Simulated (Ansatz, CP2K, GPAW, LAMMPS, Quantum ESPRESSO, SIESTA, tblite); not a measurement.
# Running glassy 77SiO2-6B2O3-8CaO-8MgO (mol %) (142 atoms) with GPAW

Aim: run glassy 77SiO2-6B2O3-8CaO-8MgO (mol %) (142 atoms) in GPAW and see how near its forces come to a plane-wave reference, and at what cost.

Program: GPAW 26.7.0. Level of theory: the method is named at each step. Results are calculated unless marked as measured.

**1. The starting structure**

The cell holds 142 atoms: 37 Si, 6 B, 4 Ca, 4 Mg and 91 O. Its edges and angles: a = 12.161 Å, b = 12.161 Å, c = 12.161 Å, α = 90.0°, β = 90.0°, γ = 90.0°. 142 atoms (37 Si, 6 B, 4 Ca, 4 Mg, 91 O) placed at random at 2.31 g/cm³, melted at 3000 K for 20 ps at fixed volume with the Buckingham and Coulomb pair potential of Guillot and Sator (Geochim. Cosmochim. Acta 71, 1249 (2007)) with the boron terms of Wang et al. (J. Non-Cryst. Solids 498, 294 (2018)). Quenched from 3000 K to 300 K at 300 K/ps and fixed volume, held 10 ps at zero pressure.

The yardstick, on the same geometry:

```
method                                           : Kohn-Sham DFT, PBE, PAW, plane waves (Ansatz 0.2.0); cutoff 420 eV, Γ point, fermi-dirac smearing of 0.05 eV; PAW set soft_2
r.m.s. force component                           : 1.165 eV/Å
longest force                                    : 5.882 eV/Å
pressure                                         : 1.32 GPa
gap (highest filled to lowest empty level) : 2.098 eV
SCF cycles                                       : 10
time                                             : 50 s on 4 threads of Arm Neoverse V1, shared host
CPU time                                         : 3.2 min
```

**2. PBE, LCAO dzp, h 0.18 Å**

Method: Kohn-Sham DFT, PBE, PAW, atomic orbitals (dzp).

File run.py:

```python
import numpy as np
from ase.io import read
from gpaw import GPAW, FermiDirac
from ase.parallel import parprint as print

atoms = read("structure.xyz")
atoms.calc = GPAW(
    mode="lcao",
    basis="dzp",
    h=0.18,
    xc="PBE",
    kpts={"size": (1, 1, 1), "gamma": True},
    occupations=FermiDirac(0.05),
    maxiter=200,
    symmetry={"point_group": False},
    txt="gpaw.txt",
)
energy = atoms.get_potential_energy(force_consistent=True)
forces = atoms.get_forces()
print(f"energy {energy:.6f} eV")
print("forces (eV/A)")
for i, (a, f) in enumerate(zip(atoms, forces)):
    print(f"{i:4d} {a.symbol:2s} {f[0]:10.5f} {f[1]:10.5f} {f[2]:10.5f}")
print(f"Fermi level {atoms.calc.get_fermi_level():.4f} eV")
for k in range(len(atoms.calc.get_ibz_k_points())):
    for s in range(atoms.calc.get_number_of_spins()):
        e = atoms.calc.get_eigenvalues(kpt=k, spin=s)
        n = np.searchsorted(e, atoms.calc.get_fermi_level())
        print(f"k {k} spin {s} levels about the Fermi level:", np.round(e[max(n - 6, 0):n], 4).tolist(), "|", np.round(e[n:n + 6], 4).tolist())
```

File structure.xyz:

```xyz
142
Lattice="12.16067 0.00000 0.00000 0.00000 12.16067 0.00000 0.00000 0.00000 12.16067" Properties=species:S:1:pos:R:3 pbc="T T T"
Si 3.56709 6.32172 7.15753
Si 9.10931 10.35736 11.49828
Si 0.19773 3.17892 10.50268
Si 11.43760 8.91985 9.79019
Si 8.23654 4.86828 8.51235
Si 7.05744 10.78615 5.07842
Si 5.40335 10.55254 2.45670
Si 8.19945 8.23071 6.25010
Si 3.61877 2.21130 7.29956
Si 9.04584 5.70214 11.11424
Si 8.26099 1.23844 3.97593
Si 2.37826 3.35282 2.41584
Si 11.86127 11.30237 8.00245
Si 2.61710 6.43470 10.21277
Si 11.24923 2.07327 8.13634
Si 3.25043 11.60809 8.28470
Si 4.84773 4.89285 2.43566
Si 4.59017 8.39828 10.62867
Si 1.85073 11.31283 11.10512
Si 6.26469 7.20787 8.24323
Si 8.17039 3.86721 5.70396
Si 2.83854 2.17092 11.54181
Si 1.42231 10.08265 1.57687
Si 7.02242 6.16011 4.14302
Si 10.95713 0.53093 2.64118
Si 11.15741 0.39291 11.62864
Si 12.08418 6.63000 11.46703
Si 11.98057 4.63358 1.29134
Si 2.39310 8.16820 5.22787
Si 6.04434 11.03715 11.60809
Si 10.54561 6.85996 7.44683
Si 1.73326 0.55209 3.50154
Si 0.19506 5.88382 4.99037
Si 3.51091 8.05328 2.52334
Si 5.96359 1.95276 11.11899
Si 10.47520 9.85294 2.23039
Si 6.81107 2.64045 2.08142
B 1.78531 10.95020 5.85512
B 4.42806 6.24292 0.32639
B 2.12654 4.09778 5.79006
B 5.63927 0.17110 7.07009
B 8.43428 7.40013 1.93367
B 9.07891 4.30840 1.50561
Ca 9.13108 0.89977 6.80462
Ca 10.68388 10.01772 5.30424
Ca 11.15924 3.04965 4.28007
Ca 5.03719 4.54469 10.04021
Mg 4.09766 11.88681 5.21450
Mg 11.42495 7.33629 2.28694
Mg 7.74513 2.11365 8.51490
Mg 6.95189 8.36216 11.86298
O 11.01404 7.74246 8.72492
O 0.14824 1.03962 3.40766
O 4.45774 3.26380 8.12235
O 10.66211 11.18636 3.11398
O 9.69120 1.40662 3.20336
[... 82 atom lines left out ...]
O 5.85111 11.30882 1.08364
O 4.44509 11.53038 3.32023
O 11.57161 1.82556 10.92247
O 2.21300 10.20645 0.09972
```

On the command line:

```console
$ OMP_NUM_THREADS=1 mpirun -np 2 gpaw python run.py > output.txt
```

Output:

```text
energy -1001.854957 eV
forces (eV/A)
   0 Si    0.32529    1.35095   -2.06185
   1 Si    5.18789    1.99689    2.57916
   2 Si    0.40973   -1.24380    0.14808
   3 Si   -1.97385   -0.79381    1.34380
   4 Si    2.28237    2.47303    1.05857
   5 Si   -1.38974    0.00954   -1.86675
   6 Si   -1.42145    0.20087    2.67264
   7 Si   -0.66118   -1.66211    0.70524
   8 Si    1.32939   -1.37608    1.70864
   9 Si   -2.00760    2.85720    1.50351
  10 Si   -1.42093   -0.82887   -0.45554
  11 Si   -0.47342   -2.14197   -3.05127
  12 Si   -2.75454    0.26096   -2.89441
  13 Si    1.18376    0.57922    0.09499
  14 Si   -0.41690    0.04773   -0.06764
  15 Si    1.63265    3.30050   -1.14911
  16 Si    0.38559    0.52007    0.07034
  17 Si   -1.46531   -1.03820    3.38066
  18 Si   -0.94712    1.27163    0.27322
  19 Si   -1.18357   -2.26917   -1.58325
  20 Si    3.66128    3.05446   -1.16091
  21 Si   -1.45644   -1.37295    0.79369
  22 Si    1.56812    1.16083   -0.33090
  23 Si    1.33922   -0.84337   -3.05290
[...]
134 O    -0.26275   -0.89357   -1.01365
 135 O    -1.61566    1.19511    0.42993
 136 O     0.98841    2.10055   -2.01408
 137 O     0.32853    0.01540   -2.12018
 138 O     1.01829    0.05552   -1.75355
 139 O    -0.52058    0.88376    0.52205
 140 O    -1.48424   -1.62247    0.49294
 141 O    -0.22350   -0.70323   -0.13568
Fermi level 5.4967 eV
k 0 spin 0 levels about the Fermi level: [3.1701, 3.2751, 3.351, 3.44, 3.8702, 4.5461] | [6.448, 7.1451, 7.4271, 7.6937, 7.7336, 7.7855]
```

gpaw.txt:

```text
Input parameters:
  mode=LCAO(),
  basis={'default': 'dzp'},
  h=0.18,
  kpts=MonkhorstPack(size=(1, 1, 1), gamma=True),
  maxiter=200,
  occupations=Occupations(name='fermi-dirac', width=0.05, fixmagmom=False),
  symmetry=Symmetry(point_group=False),
  xc=XC(name='PBE')
Unit cell  # Å
| periodic |         x |         y |         z |   lengths |    angles |
|----------|-----------|-----------|-----------|-----------|-----------|
|      yes | 12.160670 |  0.000000 |  0.000000 | 12.160670 | 90.000000 |
|      yes |  0.000000 | 12.160670 |  0.000000 | 12.160670 | 90.000000 |
|      yes |  0.000000 |  0.000000 | 12.160670 | 12.160670 | 90.000000 |
Number of symmetries: 1
Symmetry operations  # r_c * U_cc + t_c -> r_c
|   | kind |            matrix            |
|---|------|------------------------------|
| 0 |  E   |  1, 0, 0,  0, 1, 0,  0, 0, 1 |
BZ-sampling:
  Number of BZ points: 1
  Number of IBZ points: 1
  Monkhorst-Pack size: [1, 1, 1]
  Monkhorst-Pack shift: [0, 0, 0]
[... lines left out ...]
eigensolver:
density mixing:
  MSR1-Mixer
occupation numbers:
  Fermi-Dirac:
    width: 0.0500  # eV
FastPoissonSolver using
    Stencil: 6*3+1=19 point O(h^6) finite-difference Laplacian
xc functional:
  name: PBE with 2 nearest neighbor stencil
interpolation: tri-quintic # 5. degree polynomial
Initialization done in: 12.405 s
convergence criteria:
- Maximum [total energy] change in last 3 cyles: 0.0005 eV / valence electron
- Maximum integral of absolute [dens]ity change: 0.0001 electrons / valence electron
- Maximum integral of absolute [eigenst]ate change: 4e-08 eV^2 / valence electron
maximum number of iterations: 200
SCF iterations
|iter     |      energy | eigst |  dens |
|---------|-------------|-------|-------|
|iter:   1|-1085.954386 |      c|       |
|iter:   2|-1064.575450 |      c| -0.82 |
|iter:   3|-1000.925079 |      c| -0.86 |
|iter:   4|-1001.593200 |      c| -1.48 |
|iter:   5|-1001.936263 |      c| -1.79 |
|iter:   6|-1001.856808c|      c| -2.31 |
|iter:   7|-1001.855460c|      c| -3.05 |
|iter:   8|-1001.854986c|      c| -3.44 |
|iter:   9|-1001.854959c|      c| -3.95 |
|iter:  10|-1001.854957c|      c| -4.48c|
Converged in 10 steps
SCF loop duration: 174.653 s (17.465 s/step)
Energy contributions relative to reference atoms: (reference = -577371.290548)
Energy contributions:
  Kinetic:        1072.093079
  Coulomb:        -925.441058
  Zero:             12.792582
  External:          0.000000
  Xc:            -1161.299560
  Entropy:          -0.000000
  Spinorbit:         0.000000
  ----------------------------
  Free energy:   -1001.854957
  Extrapolated:  -1001.854957
dipole moment: (-20.837061, 47.725962, 64.705864)  # |e|*Ang
Fermi level: 5.497
Eigenvalues  # (at kpt = [0.000, 0.000, 0.000])
| band index |      eig [eV] | occ [0-2] |
|------------|---------------|-----------|
|          0 |       -71.269 |     2.000 |
|        ... |               |           |
|        388 |         3.006 |     2.000 |
|        389 |         3.148 |     2.000 |
[...]
|        403 |         7.976 |     0.000 |
|        ... |               |           |
|        479 |        11.295 |     0.000 |
Gap: 1.902 eV
Transition (v -> c):
  (s=0, k=0, n=395, [0.00, 0.00, 0.00]) -> (s=0, k=0, n=396, [0.00, 0.00, 0.00])
No difference between direct/indirect transitions
Force computation time: 40.329  # s
timing:  # [seconds]
  Total:  227.393  # ━━━━━━━━━━━━━━━━━━━━━━━━━━━━━━━━━━━━━━━━━━━━━━━━━━━━━━━━
  Init:    12.405  # ━━━
  SCF:    174.653  # ━━━━━━━━━━━━━━━━━━━━━━━━━━━━━━━━━━━━━━━━━━━
  Forces:  40.329  # ━━━━━━━━━━
```

The job ended after 3.8 min (2 MPI ranks of Arm Neoverse V1, shared host; peak memory 3.2 GiB).

Banners, paths, timers and routine set-up lines are dropped from the logs unmarked, and long logs keep their key lines alone; longer cuts are marked.

Compared with the plane-wave run:

```
r.m.s. force component                           : 1.317 eV/Å
r.m.s. difference of force components            : 333 meV/Å
longest difference of force vectors              : 1108 meV/Å
force difference over r.m.s. force               : 28.58 %
slope of forces against the reference's          : 1.098
correlation of force components                  : 0.9714
gap (highest filled to lowest empty level) : 1.902 eV
gap difference                                   : -0.1964 eV
```

This run lies far from the reference in forces at the same functional.

Length of the force difference by element (eV/Å):

```csv
element,atoms,mean,most
B,6,0.17,0.25
Ca,4,0.11,0.19
Mg,4,0.16,0.23
O,91,0.66,1.1
Si,37,0.28,0.51
```

Levels nearest the highest filled one (eV from it): -1.38, -1.27, -1.20, -1.11, -0.68, 0.00, 1.90, 2.60, 2.88, 3.15, 3.19, 3.24.

Local excerpt of 10 atoms (numbers count through the whole input) about O123, picked at random; x, y, z are measured from there.

```csv
atom,x,y,z,distance (Å),bonds,Fx,Fy,Fz (eV/Å)
O123,0.00,0.00,0.00,0.00,3,-2.60,-0.65,0.16
Si15,1.50,0.09,-0.60,1.62,4,-0.42,0.05,-0.07
Mg50,-2.00,0.13,-0.22,2.02,4,-1.43,-0.66,1.79
Ca44,-0.61,-1.08,-1.93,2.29,6,0.80,-2.24,-0.14
O112,1.28,0.24,-2.18,2.54,3,0.17,-0.16,-2.34
O131,2.27,1.35,0.13,2.65,2,0.81,1.87,1.33
O82,2.29,-1.32,-0.26,2.66,2,1.39,0.50,1.45
O141,1.83,-0.16,2.19,2.86,2,-1.48,-1.62,0.49
O129,-1.78,1.78,-1.37,2.87,3,-1.00,-2.25,0.46
O105,-0.81,2.60,1.22,2.98,2,-0.89,-2.56,-1.12
```

Atoms are counted from 1 here, from 0 in the log.

Forces lie 29 % from the reference's, at 2.4 times its CPU time (on 2 against 4 cores).

**3. PBE, LCAO sz(dzp), h 0.18 Å**

Method: Kohn-Sham DFT, PBE, PAW, atomic orbitals (sz(dzp)).

run.py, as its differences from that of step 2:

```diff
@@ -3,3 +3,2 @@
 from gpaw import GPAW, FermiDirac
-from ase.parallel import parprint as print
 
@@ -8,3 +7,3 @@
     mode="lcao",
-    basis="dzp",
+    basis="sz(dzp)",
     h=0.18,
```

structure.xyz is that of step 2.

On the command line:

```console
$ OMP_NUM_THREADS=1 python run.py > output.txt
```

Output:

```text
energy -770.396548 eV
forces (eV/A)
   0 Si    0.63303    0.64912   -2.00840
   1 Si    4.09661    1.25356    2.12966
   2 Si    0.20362    0.49029   -0.11108
   3 Si   -1.68778   -0.60454    1.49429
   4 Si    2.00250    1.00930    0.84032
   5 Si   -0.32146   -0.39778   -1.46535
   6 Si   -0.39475   -0.34573    1.49241
   7 Si   -0.43101   -0.88685    0.25534
   8 Si    0.48370   -1.14154    1.56117
   9 Si   -1.42543    2.70958    2.01298
  10 Si   -0.80387   -1.15164    0.15029
  11 Si   -0.57016   -2.26287   -2.30884
  12 Si   -0.52364    0.05344   -1.50989
  13 Si   -0.52467   -0.09222   -1.11889
  14 Si    1.13258    0.53991    0.94556
  15 Si    0.66490    1.60002    0.46633
  16 Si   -0.51883    1.13600    1.59465
  17 Si   -2.10102    1.69615    2.88954
  18 Si   -0.53816    0.23367   -1.35448
  19 Si   -1.65483   -1.56862   -0.50914
  20 Si    2.13638    1.55574   -0.10967
  21 Si   -0.76634   -1.44179    0.81730
  22 Si    1.76405    0.90678   -0.54711
  23 Si    0.35951   -0.44033   -2.63879
[...]
134 O    -0.77628   -1.41114   -1.19866
 135 O    -2.26543    1.54406    0.83493
 136 O     2.40824    3.53997   -4.44658
 137 O     1.60582   -1.16466   -3.52928
 138 O     1.15556    0.51355   -1.68683
 139 O    -1.97081    2.08559    2.48252
 140 O    -1.50992   -1.76768    0.36412
 141 O     0.48617   -1.50691    0.14870
Fermi level 6.3459 eV
k 0 spin 0 levels about the Fermi level: [4.4204, 4.4429, 4.4827, 4.5596, 5.0678, 5.6844] | [7.0074, 7.931, 8.1079, 8.3588, 8.5363, 8.5572]
```

gpaw.txt:

```text
Input parameters:
  mode=LCAO(),
  basis={'default': 'sz(dzp)'},
  h=0.18,
  kpts=MonkhorstPack(size=(1, 1, 1), gamma=True),
  maxiter=200,
  occupations=Occupations(name='fermi-dirac', width=0.05, fixmagmom=False),
  symmetry=Symmetry(point_group=False),
  xc=XC(name='PBE')
Unit cell  # Å
| periodic |         x |         y |         z |   lengths |    angles |
[... lines left out ...]
  Fermi-Dirac:
[... lines left out ...]
convergence criteria:
- Maximum [total energy] change in last 3 cyles: 0.0005 eV / valence electron
[... lines left out ...]
Converged in 10 steps
[... lines left out ...]
  Free energy:    -770.396548
  Extrapolated:   -770.396546
dipole moment: (-15.749822, 48.746501, 68.530044)  # |e|*Ang
Fermi level: 6.346
Eigenvalues  # (at kpt = [0.000, 0.000, 0.000])
| band index |      eig [eV] | occ [0-2] |
|------------|---------------|-----------|
|          0 |       -71.199 |     2.000 |
|        ... |               |           |
|        388 |         4.277 |     2.000 |
|        389 |         4.375 |     2.000 |
[...]
|        403 |         8.847 |     0.000 |
|        ... |               |           |
|        479 |        12.921 |     0.000 |
Gap: 1.323 eV
Transition (v -> c):
  (s=0, k=0, n=395, [0.00, 0.00, 0.00]) -> (s=0, k=0, n=396, [0.00, 0.00, 0.00])
No difference between direct/indirect transitions
Force computation time: 15.186  # s
timing:  # [seconds]
  Total:  102.825  # ━━━━━━━━━━━━━━━━━━━━━━━━━━━━━━━━━━━━━━━━━━━━━━━━━━━━━━━━
  Init:    15.226  # ━━━━━━━━╸
  SCF:     72.372  # ━━━━━━━━━━━━━━━━━━━━━━━━━━━━━━━━━━━━━━━╸
  Forces:  15.186  # ━━━━━━━━╸
```

The job ended after 1.7 min (1 thread; peak memory 1.9 GiB).

Against the reference:

| Item | Value |
| --- | --- |
| r.m.s. force component | 1.627 eV/Å |
| r.m.s. difference of force components | 1030 meV/Å |
| longest difference of force vectors | 4343 meV/Å |
| force difference over r.m.s. force | 88.4 % |
| slope of forces against the reference's | 1.085 |
| correlation of force components | 0.7766 |
| gap (highest filled to lowest empty level) | 1.323 eV |
| gap difference | -0.7753 eV |

This is a coarse setting, run to see what it loses.

Against the first run (29 %), the force difference from the reference is 88 %, at 0.23 times the CPU time (on 1 against 2 cores), with 620 basis functions against 1934: the smaller basis costs accuracy.

**4. Side by side**

Differences are against the plane-wave reference, forces as r.m.s. over components; share is that over the reference's r.m.s. force, slope the least-squares factor from reference forces to these. Total energies of different programs have different zeros and aren't compared.

```csv
run,"Δ force, r.m.s. (meV/Å)",share (%),slope,Δ gap (eV),cores,CPU time,memory (GiB)
reference,-,-,-,-,4,3.2 min,2.8
"GPAW PBE, LCAO dzp, h 0.18 Å",333,28.6,1.098,-0.196,2,7.7 min,3.2
"GPAW PBE, LCAO sz(dzp), h 0.18 Å (coarse)",1030,88.4,1.085,-0.775,1,1.7 min,1.9
```

Rows marked coarse were listed beforehand as settings not expected to be converged; some can still land near the reference.

CPU time is summed over cores on a shared host, where runs went side by side, so it is rough. Symmetry, cutoffs, thresholds, outputs and thread counts weren't matched or tuned between programs; memory under MPI is the largest rank's times the ranks.

**5. What came out**

- nearest in forces: GPAW PBE, LCAO dzp, h 0.18 Å, 29 %
- its CPU time: 7.7 min

In words: The PBE run in local orbitals, coarse settings apart, differs by 29 % (GPAW PBE, LCAO dzp, h 0.18 Å); basis, grid and potentials can all enter. Runs with settings chosen to be coarse differ by 88 % (GPAW PBE, LCAO sz(dzp), h 0.18 Å), their programs' other errors included. None of the electronic-structure runs in the table takes under half the reference's CPU time of 3.2 min; they take 0.55 to 2.4 times as much. At the same functional, gaps differ from the reference's 2.10 eV by between -0.78 and -0.20 eV. The quench rate of 300 K/ps is many orders above laboratory rates, so the cell is likely richer in defects and strain than a real sample. The network of bonds at the start is that of the classical potential that made the cell, and needn't be the one that DFT or experiment would give. The reference's stress is far from hydrostatic: its diagonal is 1.7, 3.3, -1.0 GPa, compression counted positive. The electronic-structure runs sample only Γ, in a cell whose shortest periodic width is 12 Å.

[Also dropped from logs without a mark: logging warnings of Python, and SIESTA's first energy breakdown and zero terms.]

[Logs are printed without paths, hosts, clocks, repeated set-up lines and the standing remarks that a program may print on its own settings, such as how far it seeks lower states.]

[Hosts, paths, dates, database ids (printed as entryN), source tags and the programs' standing remarks are cut or masked in the printed files.]
